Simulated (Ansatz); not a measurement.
# 1T-TiTe2 monolayer in a perpendicular field, part 4 of 4

What dipole does a perpendicular field induce in the 1T-TiTe2 monolayer? A positive field points along +c.

Ansatz 0.2.0; plane-wave DFT, PBE-D3(BJ), Ansatz PAW (set soft_1); PAW set soft_1 (the session's first sound run).

So far. Step 20 (Same geometry, cutoff 420 eV, functional HSE06 (run 2)): The dipole is -0.0396 e·Å. Step 22 (Response at this level): The induced dipole is that of a conductor 6.11 Å thick.

## 23. Varying the input

This step: plane-wave DFT, PBE-D3(BJ), Ansatz PAW (set soft_1) (Ansatz 0.2.0).

An input spoilt on purpose, to show how the run answers: it repeats the earlier run at 0.1 V/Å with efield.amplitude from 0.1 to 5.0, and scf.max_iter set to 75.

Input file input.yaml:

```yaml
crystal:
  lattice:
    - [3.6789816525, 0.0, 0.0]
    - [-1.8394908262, 3.1860915711, 0.0]
    - [0.0, 0.0, 21.5237496024]
  atoms:
    - { symbol: Te, position: [0.6666666667, 0.3333333333, 0.418142757] }
    - { symbol: Ti, position: [0.0, 0.0, 0.5] }
    - { symbol: Te, position: [0.3333333333, 0.6666666667, 0.581857243] }
kpoints:
  mp_grid: { grid: [12, 12, 1] }
  band_path:
    path: [[0, 0, 0], [0.5, 0, 0], [0.33333333, 0.33333333, 0], [0, 0, 0]]
    npoints: 16
hamiltonian:
  xc: pbe
  dispersion: d3bj
  pseudopotentials: { kind: paw, azcp: { folder: soft_1 } }
scf:
  occupations: { method: fermi_dirac, width: 0.05 }
  convergence: { dr2_threshold: 1.0e-10 }
  max_iter: 75
efield:
  axis: 3
  dipole_correction: true
  ramp_position: 0.9573
  ramp_width: 0.0855
  amplitude: 5.0
output:
  write_potential: true
  write_density: true
  volumetric_format: npy
```

Command:

```bash
ansatz run input.yaml --threads 4 --pin off --max-ram 6144MiB --backend cpu --events-out ev --progress --plain --runs-dir out
```

Numbers of over 12 decimals in the logs are rounded to 6 here.

The log of the run:

```text
[...]
Crystal: 3 atoms, lattice volume = 252.292 Å³
Basis set: ecut = 420 eV, 4931 PW (Γ)
Bands: 27, of which v1, the nominal top of the filled ones, is band 22 counted from 1 (21 counted from 0)
Symmetry: 6 space group operations
k-points: 19 of 144 (time reversal used)
[...]
SCF iter   1: F=—  HF=-16469.297568 eV  |F-HF|=—  |Δ(HF+E_count)|=         —  Δρ=2.07e-2  dr2=8.35e0  ethr=3.10e-3  p=2.306 e·Å  D=1.65e0 V/Å  ΔV_dip=-35.59 eV  dr2_dipole=7.73e-1  V_vac-E_F(+/−)=37.81/2.33 eV  ⟨swp⟩=16.8  Hψ=4306  notcnv=0
[...]
SCF iter  17: F=-16468.010931 eV  HF=-16468.010931 eV  |F-HF|=3.64e-11  |Δ(HF+E_count)|=  1.82e-11  Δρ=2.31e-8  dr2=7.58e-12  ethr=1.00e-12  p=2.089 e·Å  D=1.50e0 V/Å  ΔV_dip=-32.25 eV  dr2_dipole=2.02e-12  V_vac-E_F(+/−)=36.12/-1.96 eV  ⟨swp⟩=12.2  Hψ=2521  notcnv=0
WARN: efield: at this solve's end the planar-averaged density reaches 5.45e-3 e/Å³ inside the ramp window [0.9108, 0.2752] (bound 1e-5 e/Å³); the window's nearer edge stands 3.08 Å from this solve's nearest atom along the axis. Its free energy, forces, stress, dipole, levels and responses can be off, and this figure does not tell by how much. The cell may have no vacuum along `efield.axis`. A short vacuum, a low `basis.ecutwfc` or `basis.ecutrho_ratio` and negative occupations (`scf.occupations.method`) can put density there. See the manual's quickstart, § The vacuum guard
SCF 1 converged in 17 iterations: F = -16468.010931 eV  dr2 = 7.58e-12
[...]
SCF converged after 17 iterations
Free energy (F): -16468.010931 eV
[...]
Internal energy: -16467.999970 eV  (E = F + TS)
E sigma→0 (E₀):  -16468.005450 eV
Entropy (-TS):   -0.010961 eV (-3.654 meV/atom)
Fermi energy:    -1.286004 eV
Dipole field:    D = 1.498415 V/Å  (p = 2.089173 e·Å, saw-weighted, corrected)
Work function:   not extracted (applied field tilts the vacuum); planar V_es + V_field profile in the machine report
[...]
Vacuum region:   at the solve's end the planar-averaged density reaches 5.45e-3 e/Å³ inside the ramp window [0.9108, 0.2752] (bound 1e-5 e/Å³)
[...]
--- Band table (eV; the first three rows and the last of 19) ---
  k-point 0: bands = [... 18 lower, -2.6737, -2.6737, -1.0890, -0.7919, -0.7919, -0.4326, 0.0235, 0.0235, ... 1 higher]
  k-point 1: bands = [... 18 lower, -2.6648, -2.6295, -1.2594, -1.0136, -0.9972, -0.5829, 0.1261, 0.1641, ... 1 higher]
  k-point 2: bands = [... 18 lower, -2.6619, -2.6217, -2.3150, -1.3837, -0.9547, -0.6522, 0.2624, 0.2983, ... 1 higher]
  k-point 18: bands = [... 18 lower, -4.8607, -4.0824, -3.7129, -2.8507, -0.0864, -0.0664, -0.0013, 1.1432, ... 1 higher]
```

It took 8.8 s on 4 threads of Arm Neoverse V2, shared host; peak memory 0.52 GiB.

| quantity | this run | earlier run | difference |
| --- | --- | --- | --- |
| dipole along the normal (e·Å) | 2.089 | 0.04013 | 2.0 |

The applied field differs between the two, so the dipoles differ in any case.

In so strong a field the program warns of density in the ramp of the sawtooth; these numbers are not the system's.

## 24. Varying the input: basis.ecutrho_ratio = 6

Another changed input: it repeats the earlier run at 0.1 V/Å with basis.ecutrho_ratio to 6.

input.yaml: that of step 23 with these lines changed.

```diff
@@ -21,3 +21,2 @@
   convergence: { dr2_threshold: 1.0e-10 }
-  max_iter: 75
 efield:
@@ -27,3 +26,3 @@
   ramp_width: 0.0855
-  amplitude: 5.0
+  amplitude: 0.1
 output:
@@ -32 +31,3 @@
   volumetric_format: npy
+basis:
+  ecutrho_ratio: 6
```

The log of the run:

```text
[...]
Crystal: 3 atoms, lattice volume = 252.292 Å³
Basis set: ecut = 420 eV, 4931 PW (Γ)
Bands: 27, of which v1, the nominal top of the filled ones, is band 22 counted from 1 (21 counted from 0)
Symmetry: 6 space group operations
k-points: 19 of 144 (time reversal used)
[...]
SCF iter   1: F=—  HF=-16463.280248 eV  |F-HF|=—  |Δ(HF+E_count)|=         —  Δρ=1.56e-2  dr2=1.91e0  ethr=3.10e-3  p=0.040 e·Å  D=2.87e-2 V/Å  ΔV_dip=-0.62 eV  dr2_dipole=7.67e-7  V_vac-E_F(+/−)=6.84/5.56 eV  ⟨swp⟩=10.4  Hψ=2822  notcnv=0
[...]
SCF iter  11: F=-16462.919798 eV  HF=-16462.919798 eV  |F-HF|=4.00e-11  |Δ(HF+E_count)|=   2.00e-9  Δρ=1.12e-7  dr2=3.40e-11  ethr=1.00e-12  p=0.040 e·Å  D=2.88e-2 V/Å  ΔV_dip=-0.62 eV  dr2_dipole=2.16e-13  V_vac-E_F(+/−)=5.38/4.09 eV  ⟨swp⟩=4.1  Hψ=1676  notcnv=0
SCF 1 converged in 11 iterations: F = -16462.919798 eV  dr2 = 3.40e-11
[...]
SCF converged after 11 iterations
Free energy (F): -16462.919798 eV
[...]
Internal energy: -16462.909284 eV  (E = F + TS)
E sigma→0 (E₀):  -16462.914541 eV
Entropy (-TS):   -0.010514 eV (-3.505 meV/atom)
Fermi energy:    -0.004791 eV
Dipole field:    D = 0.028783 V/Å  (p = 0.040131 e·Å, saw-weighted, corrected)
Work function:   not extracted (applied field tilts the vacuum); planar V_es + V_field profile in the machine report
[...]
--- Band table (eV; the first three rows and the last of 19) ---
  k-point 0: bands = [... 18 lower, -1.3544, -1.3544, 0.4349, 0.4929, 0.4929, 1.3581, 1.3581, 3.5303, ... 1 higher]
  k-point 1: bands = [... 18 lower, -1.3440, -1.1559, 0.0268, 0.2799, 0.4351, 1.2797, 1.4873, 3.0445, ... 1 higher]
  k-point 2: bands = [... 18 lower, -1.3363, -1.2043, -0.9509, -0.0860, 0.3482, 1.2868, 1.6078, 2.4014, ... 1 higher]
  k-point 18: bands = [... 18 lower, -3.7511, -2.8628, -2.0182, -1.9984, 1.2228, 1.2627, 1.2645, 2.5288, ... 1 higher]
```

The job ended after 5.9 s (4 threads; peak memory 0.6 GiB).

Numbers from this step:

```yaml
energy_at_zero_smearing: -16462.9145 eV
dipole_along_the_normal: 0.04013 e·Å
```

Electronic bands along the path, in eV, zero at the Fermi level:

| point | band 19 | band 20 | band 21 | band 22 | band 23 | band 24 | band 25 | band 26 |
| --- | --- | --- | --- | --- | --- | --- | --- | --- |
| Γ | -1.35 | -1.35 | 0.44 | 0.50 | 0.50 | 1.36 | 1.36 | 3.54 |
| halfway | -2.40 | -1.39 | -1.16 | -0.36 | 0.15 | 1.36 | 1.56 | 2.31 |
| M | -2.39 | -1.85 | -1.71 | -0.53 | -0.19 | 1.34 | 1.68 | 3.06 |
| halfway | -2.49 | -2.24 | -1.96 | -1.89 | 0.63 | 1.40 | 1.55 | 2.34 |
| K | -3.75 | -2.86 | -2.01 | -1.99 | 1.23 | 1.27 | 1.27 | 2.53 |
| halfway | -2.69 | -1.59 | -1.55 | -0.96 | 0.59 | 1.16 | 1.57 | 2.22 |
| Γ | -1.35 | -1.35 | 0.44 | 0.50 | 0.50 | 1.36 | 1.36 | 3.54 |

| quantity | this run | earlier run | difference |
| --- | --- | --- | --- |
| dipole along the normal (e·Å) | 0.04013 | 0.04013 | 6.3e-7 |

The dipole moves by under 0.5 % or 5e-5 e·Å.

Of the bands kept, 3 cross the Fermi level on this path.

## 25. Summary of results

| Property | Result |
| --- | --- |
| gap without field | none |
| work function, upper face | 4.77 eV |
| equivalent conductor thickness, atoms held | 6.20 Å |
| equivalent conductor thickness, LDA | 6.19 Å |
| equivalent conductor thickness, PBE | 6.20 Å |
| equivalent conductor thickness, r2SCAN | 6.12 Å |
| equivalent conductor thickness, HSE06 | 6.11 Å |

The induced dipole equals that of a perfect conductor 6.20 Å thick, while the outer atoms lie 3.52 Å apart. Across the functionals the thickness runs from 6.11 to 6.20 Å; those runs use a coarser k-mesh, so they are to be compared with each other. There is no gap over 0.03 eV, with or without the field. The main runs have no spin polarisation; a magnetic state could lie lower and would change these results. Spin-orbit coupling is left out, which matters for the bands of elements this heavy.

[Logs are printed without paths, hosts, clocks, repeated set-up lines and the standing remarks that a program may print on its own settings, such as how far it seeks lower states.]

[Hosts, paths, dates, database ids (printed as entryN), source tags and the programs' standing remarks are cut or masked in the printed files.]

[Maps of the electrostatic potential energy from Ansatz leave out the sawtooth potential of an applied field or a dipole correction, so their vacuum need not be flat; planar profiles and work functions include it.]
